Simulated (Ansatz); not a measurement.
In doubt: masses and optical values from hybrid runs of this build are listed as unsure, which bears on the screening that GW takes from such a start.

Rows from a G0W0 calculation on TiO2 (Rutile) (Ansatz 0.2.0; G0W0 on HSE06, plane waves, PAW; PAW set soft_1; 4×4×6 mesh, 141 empty bands, screening to 100 eV, PAW set soft_1 files), in eV. Spin-orbit coupling is left out.

| row | Σx | Σc | Vxc | Z |
| --- | --- | --- | --- | --- |
| A | -12.81 | -6.06 | -19.63 | 0.77 |
| B | -12.83 | -6.30 | -19.94 | 0.77 |
| C | -26.34 | 4.50 | -22.41 | 0.76 |
| D | -26.32 | 4.27 | -22.61 | 0.77 |
| E | -12.46 | -6.25 | -19.45 | 0.76 |
| F | -25.60 | 4.57 | -21.51 | 0.75 |

Which rows are filled states and which are empty ones, and how can one tell?

Filled: C, D and F. Empty: A, B and E. The sign of Σc tells: for a filled state bare exchange, which holds its interaction with itself, lies below Vxc (Σx − Vxc is -3.7 eV or lower here) and screening gives part back as a positive Σc. For an empty state Σx lies above Vxc (+6.8 eV or more) and the Coulomb hole leaves Σc negative.

[Runs of the session that timed out or met a known fault of the program may be left out.]

[Cells called generated may have been cut or substituted from an entry of the Crystallography Open Database or the Materials Project.]

[Hosts, paths, dates, database ids (printed as entryN), source tags and the programs' standing remarks are cut or masked in the printed files.]
